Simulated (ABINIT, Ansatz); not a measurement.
# CdBr2 (P6_3mc): bands and cutoff in G0W0 with ABINIT

What does each rung of G0W0 on CdBr2 (P6_3mc) cost, and what does it buy?

Program: ABINIT 10.8.3. Level of theory: LDA and many-body steps on it, plane waves. Results are calculated unless marked as measured.

This is a report of a sequence of runs, with most program output left out.

The database entry behind the starting cell has ideal inner coordinates that were not refined, so it need not match the best structure at ambient conditions.

## 1. Starting point

The structure is hexagonal, space group P6_3mc (No. 186). The conventional cell has a = 3.985 Å, b = 3.985 Å, c = 12.561 Å, α = 90.00°, β = 90.00°, γ = 120.00°. Cd has 6 Br at 2.79 Å nearest. Nearest to Br lie 3 Cd at 2.79 Å. Nearest to Br lie 3 Cd at 2.79 Å. Farther neighbours and most contacts between anions are not listed.

The cell and positions come from the Crystallography Open Database and are kept as given unless a step says otherwise.

## 2. Empty states on the mesh, 3×3×1 mesh, 477 bands

This step: ABINIT 10.8.3; DFT, LDA, plane waves, norm-conserving pseudopotentials.

The sums over transitions need many empty states on a uniform mesh; this step solves for them.

The input, run.abi:

```
acell 3*1.0 Angstrom
rprim 
  3.985000000011 -0.000000000003 0.000000000000
  -1.992500000003 3.451111234092 0.000000000000
  0.000000000000 0.000000000000 12.561000000000
ntypat 2
znucl 48 35
natom 6
typat 1 1 2 2 2 2
xred 
  0.333333333333 0.666666666667 0.375000000000
  0.666666666667 0.333333333333 0.875000000000
  0.333333333333 0.666666666667 0.000000000000
  0.666666666667 0.333333333333 0.500000000000
  0.000000000000 0.000000000000 0.250000000000
  0.000000000000 0.000000000000 0.750000000000
pp_dirpath "pseudos"
pseudos "Cd.upf, Br.upf"
ecut 47
ngkpt 3 3 1
nshiftk 1
shiftk 0 0 0
kptopt 1
chksymbreak 0
iscf -2
irdden 1
istwfk *1
nband 477
nbdbuf 42
tolwfr 1e-09
nstep 60
prtvol 0
indata_prefix "in"
outdata_prefix "out"
tmpdata_prefix "tmp"
```

Run with:

```
$ OMP_NUM_THREADS=1 mpirun -n 3 abinit run.abi > log
```

Wall time 22 min (3 MPI ranks of Intel Xeon Platinum 8559C (Emerald Rapids), shared host); peak memory 0.85 GiB; 65 min of CPU time.

Numbers from this step:

```yaml
gap: 2.527 eV
k_of_the_valence_top: 0, 0, 0
k_of_the_conduction_bottom: 0, 0, 0
least_direct_gap: 2.527 eV
k_points_computed: 3
lowest_point_of_the_top_converged_band_above_the_valence_top: 96.0176 eV
```

On this mesh the gap is 2.527 eV.

The density comes from a self-consistent run that is not shown.

## 3. Screening, 3×3×1 mesh, 84 bands, screening to 76.2 eV

The RPA dielectric matrix is built and inverted for each q.

This step: RPA screening on LDA, plane waves, norm-conserving pseudopotentials.

run.abi, as its differences from that of step 2:

```diff
@@ -24,10 +24,11 @@
 chksymbreak 0
-iscf -2
-irdden 1
 istwfk *1
-nband 477
-nbdbuf 42
-tolwfr 1e-09
-nstep 60
-prtvol 0
+occopt 1
+irdwfk 1
+optdriver 3
+nband 84
+ecuteps 2.8
+inclvkb 2
+awtr 1
+symchi 1
 indata_prefix "in"
```

Run with:

```
$ OMP_NUM_THREADS=1 mpirun -n 4 abinit run.abi > log
```

Elapsed: 45 s, on 4 MPI ranks; peak memory 1.6 GiB.

Numbers from this step:

| Property | Result |
| --- | --- |
| ε∞ with local fields, on this mesh, along the program's q direction | 5.308 |
| the same without local fields | 6.028 |
| plasma frequency | 23.30 eV |
| plane waves in the screening matrix | 263 |

Local fields lower ε∞ by 12 %. On a Γ-centred mesh this coarse the value itself is usually too large, while a short band sum pulls it down.

## 4. 84 bands, 76.2 eV

The self-energy is evaluated for the states that the input lists, and the levels follow from it, in one-shot runs by the linearised quasiparticle equation.

This step: G0W0 on LDA, plane waves, norm-conserving pseudopotentials.

run.abi, as its differences from that of step 3:

```diff
@@ -27,8 +27,15 @@
 irdwfk 1
-optdriver 3
+optdriver 4
 nband 84
+gwcalctyp 0
+ecutsigx 47
+symsigma 1
+nkptgw 1
+kptgw 
+  0.0000000000 0.0000000000 0.0000000000
+bdgw 
+  33 36
 ecuteps 2.8
-inclvkb 2
-awtr 1
-symchi 1
+irdscr 1
+ppmodel 1
 indata_prefix "in"
```

Wall time 6.5 s (4 MPI ranks); peak memory 1.2 GiB.

This step gave:

* G0W0 gap on the points computed: 4.405 eV
* starting gap on the mesh: 2.527 eV
* k of the valence top: 0, 0, 0
* k of the conduction bottom: 0, 0, 0
* Z at the valence top: 0.798
* Z at the conduction bottom: 0.827
* least direct G0W0 gap on the computed points: 4.405 eV

The gap on the mesh goes from 2.53 eV to 4.41 eV, a correction of +1.88 eV.

## 5. Screening, 3×3×1 mesh, 197 bands, screening to 141.5 eV

This step: RPA screening on LDA, plane waves, norm-conserving pseudopotentials.

run.abi, as its differences from that of step 4:

```diff
@@ -27,15 +27,8 @@
 irdwfk 1
-optdriver 4
-nband 84
-gwcalctyp 0
-ecutsigx 47
-symsigma 1
-nkptgw 1
-kptgw 
-  0.0000000000 0.0000000000 0.0000000000
-bdgw 
-  33 36
-ecuteps 2.8
-irdscr 1
-ppmodel 1
+optdriver 3
+nband 197
+ecuteps 5.2
+inclvkb 2
+awtr 1
+symchi 1
 indata_prefix "in"
```

Elapsed: 2.2 min, on 4 MPI ranks; peak memory 2.1 GiB.

Numbers from this step:

```
ε∞ with local fields, on this mesh, along the program's q direction : 5.372
the same without local fields                                       : 6.107
plasma frequency                                                    : 23.30 eV
plane waves in the screening matrix                                 : 649
```

## 6. 197 bands, 141.5 eV

This step: G0W0 on LDA, plane waves, norm-conserving pseudopotentials.

run.abi, as its differences from that of step 5:

```diff
@@ -27,8 +27,15 @@
 irdwfk 1
-optdriver 3
+optdriver 4
 nband 197
+gwcalctyp 0
+ecutsigx 47
+symsigma 1
+nkptgw 1
+kptgw 
+  0.0000000000 0.0000000000 0.0000000000
+bdgw 
+  33 36
 ecuteps 5.2
-inclvkb 2
-awtr 1
-symchi 1
+irdscr 1
+ppmodel 1
 indata_prefix "in"
```

Wall time 16 s (4 MPI ranks); peak memory 1.7 GiB.

This step gave:

* G0W0 gap on the points computed: 4.286 eV
* starting gap on the mesh: 2.527 eV
* k of the valence top: 0, 0, 0
* k of the conduction bottom: 0, 0, 0
* Z at the valence top: 0.794
* Z at the conduction bottom: 0.823
* least direct G0W0 gap on the computed points: 4.286 eV

Against G0W0 in ABINIT (3×3×1 mesh, 84 bands, screening to 76.2 eV, Godby-Needs plasmon pole), the gap moves by −0.119 eV.

## 7. Screening, 3×3×1 mesh, 435 bands, screening to 217.7 eV

This step: RPA screening on LDA, plane waves, norm-conserving pseudopotentials.

run.abi, as its differences from that of step 6:

```diff
@@ -27,15 +27,8 @@
 irdwfk 1
-optdriver 4
-nband 197
-gwcalctyp 0
-ecutsigx 47
-symsigma 1
-nkptgw 1
-kptgw 
-  0.0000000000 0.0000000000 0.0000000000
-bdgw 
-  33 36
-ecuteps 5.2
-irdscr 1
-ppmodel 1
+optdriver 3
+nband 435
+ecuteps 8
+inclvkb 2
+awtr 1
+symchi 1
 indata_prefix "in"
```

It took 6.7 min on 4 MPI ranks; peak memory 3.8 GiB; 27 min of CPU time.

Numbers from this step:

```yaml
eps_infinity_with_local_fields_on_this_mesh_along_the_program_s_q_direction: 5.380
the_same_without_local_fields: 6.121
plasma_frequency: 23.30 eV
plane_waves_in_the_screening_matrix: 1267
```

## 8. 435 bands, 217.7 eV

This step: G0W0 on LDA, plane waves, norm-conserving pseudopotentials.

run.abi, as its differences from that of step 7:

```diff
@@ -27,8 +27,15 @@
 irdwfk 1
-optdriver 3
+optdriver 4
 nband 435
+gwcalctyp 0
+ecutsigx 47
+symsigma 1
+nkptgw 1
+kptgw 
+  0.0000000000 0.0000000000 0.0000000000
+bdgw 
+  33 36
 ecuteps 8
-inclvkb 2
-awtr 1
-symchi 1
+irdscr 1
+ppmodel 1
 indata_prefix "in"
```

Wall time 100 s (4 MPI ranks); peak memory 4.2 GiB; 6.6 min of CPU time.

This step gave:

| Item | Value |
| --- | --- |
| G0W0 gap on the points computed | 4.34 eV |
| starting gap on the mesh | 2.527 eV |
| k of the valence top | 0, 0, 0 |
| k of the conduction bottom | 0, 0, 0 |
| least direct G0W0 gap on the computed points | 4.34 eV |

Against G0W0 in ABINIT (3×3×1 mesh, 197 bands, screening to 141.5 eV, Godby-Needs plasmon pole), the gap moves by +0.054 eV.

## 9. The runs together

Times are wall times on 4 MPI ranks of Intel Xeon Platinum 8559C (Emerald Rapids), shared host, good to a factor of about two. A run's time includes the screening step that it read.

```
                run   mesh  bands  screening cutoff (eV)  DFT gap (eV)  gap on the mesh (eV)  direct (eV)  ε∞ used     time
  84 bands, 76.2 eV  3×3×1     84                   76.2         2.527                 4.405        4.405     5.31     51 s
197 bands, 141.5 eV  3×3×1    197                  141.5         2.527                 4.286        4.286     5.37  2.5 min
435 bands, 217.7 eV  3×3×1    435                  217.7         2.527                 4.340        4.340     5.38  8.4 min
```

## 10. Results

| Property | Result |
| --- | --- |
| 84 bands, 76.2 eV | 4.405 eV |
| 197 bands, 141.5 eV | 4.286 eV |
| 435 bands, 217.7 eV | 4.340 eV |
| known limits | not at the basis limit; no spin-orbit coupling; coarse k mesh |

From the first rung to the last the gap moves by −0.07 eV for 9.8 times the time. The gap turns back along the series, so no limit is drawn from it. In the G0W0 runs levels were corrected at 1 k point alone, so a gap called «on the mesh» is the least over those, and an edge elsewhere would be missed. The 3×3×1 mesh is coarse for this cell, which bears on the long-range parts of exchange and screening. The many-body steps are scalar-relativistic: spin-orbit coupling is not in them.

[Paths, hosts, dates, memory and timing lines, banners, echoed tables and standing remarks are left out of the program output.]

[Logs are printed without paths, hosts, clocks, repeated set-up lines and the standing remarks that a program may print on its own settings, such as how far it seeks lower states.]

[Runs of the session that timed out or met a known fault of the program may be left out.]

[Hosts, paths, dates, database ids (printed as entryN), source tags and the programs' standing remarks are cut or masked in the printed files.]

[G0W0 gaps are taken among the corrected bands and points alone; a level outside them can change the order at an edge.]

[Where Ansatz stands beside ABINIT at settings called matched, ABINIT's density can come from a denser mesh and the files from another edition; pairs whose starting gaps differed by over 0.03 eV were left out, so agreement reads better than it is.]
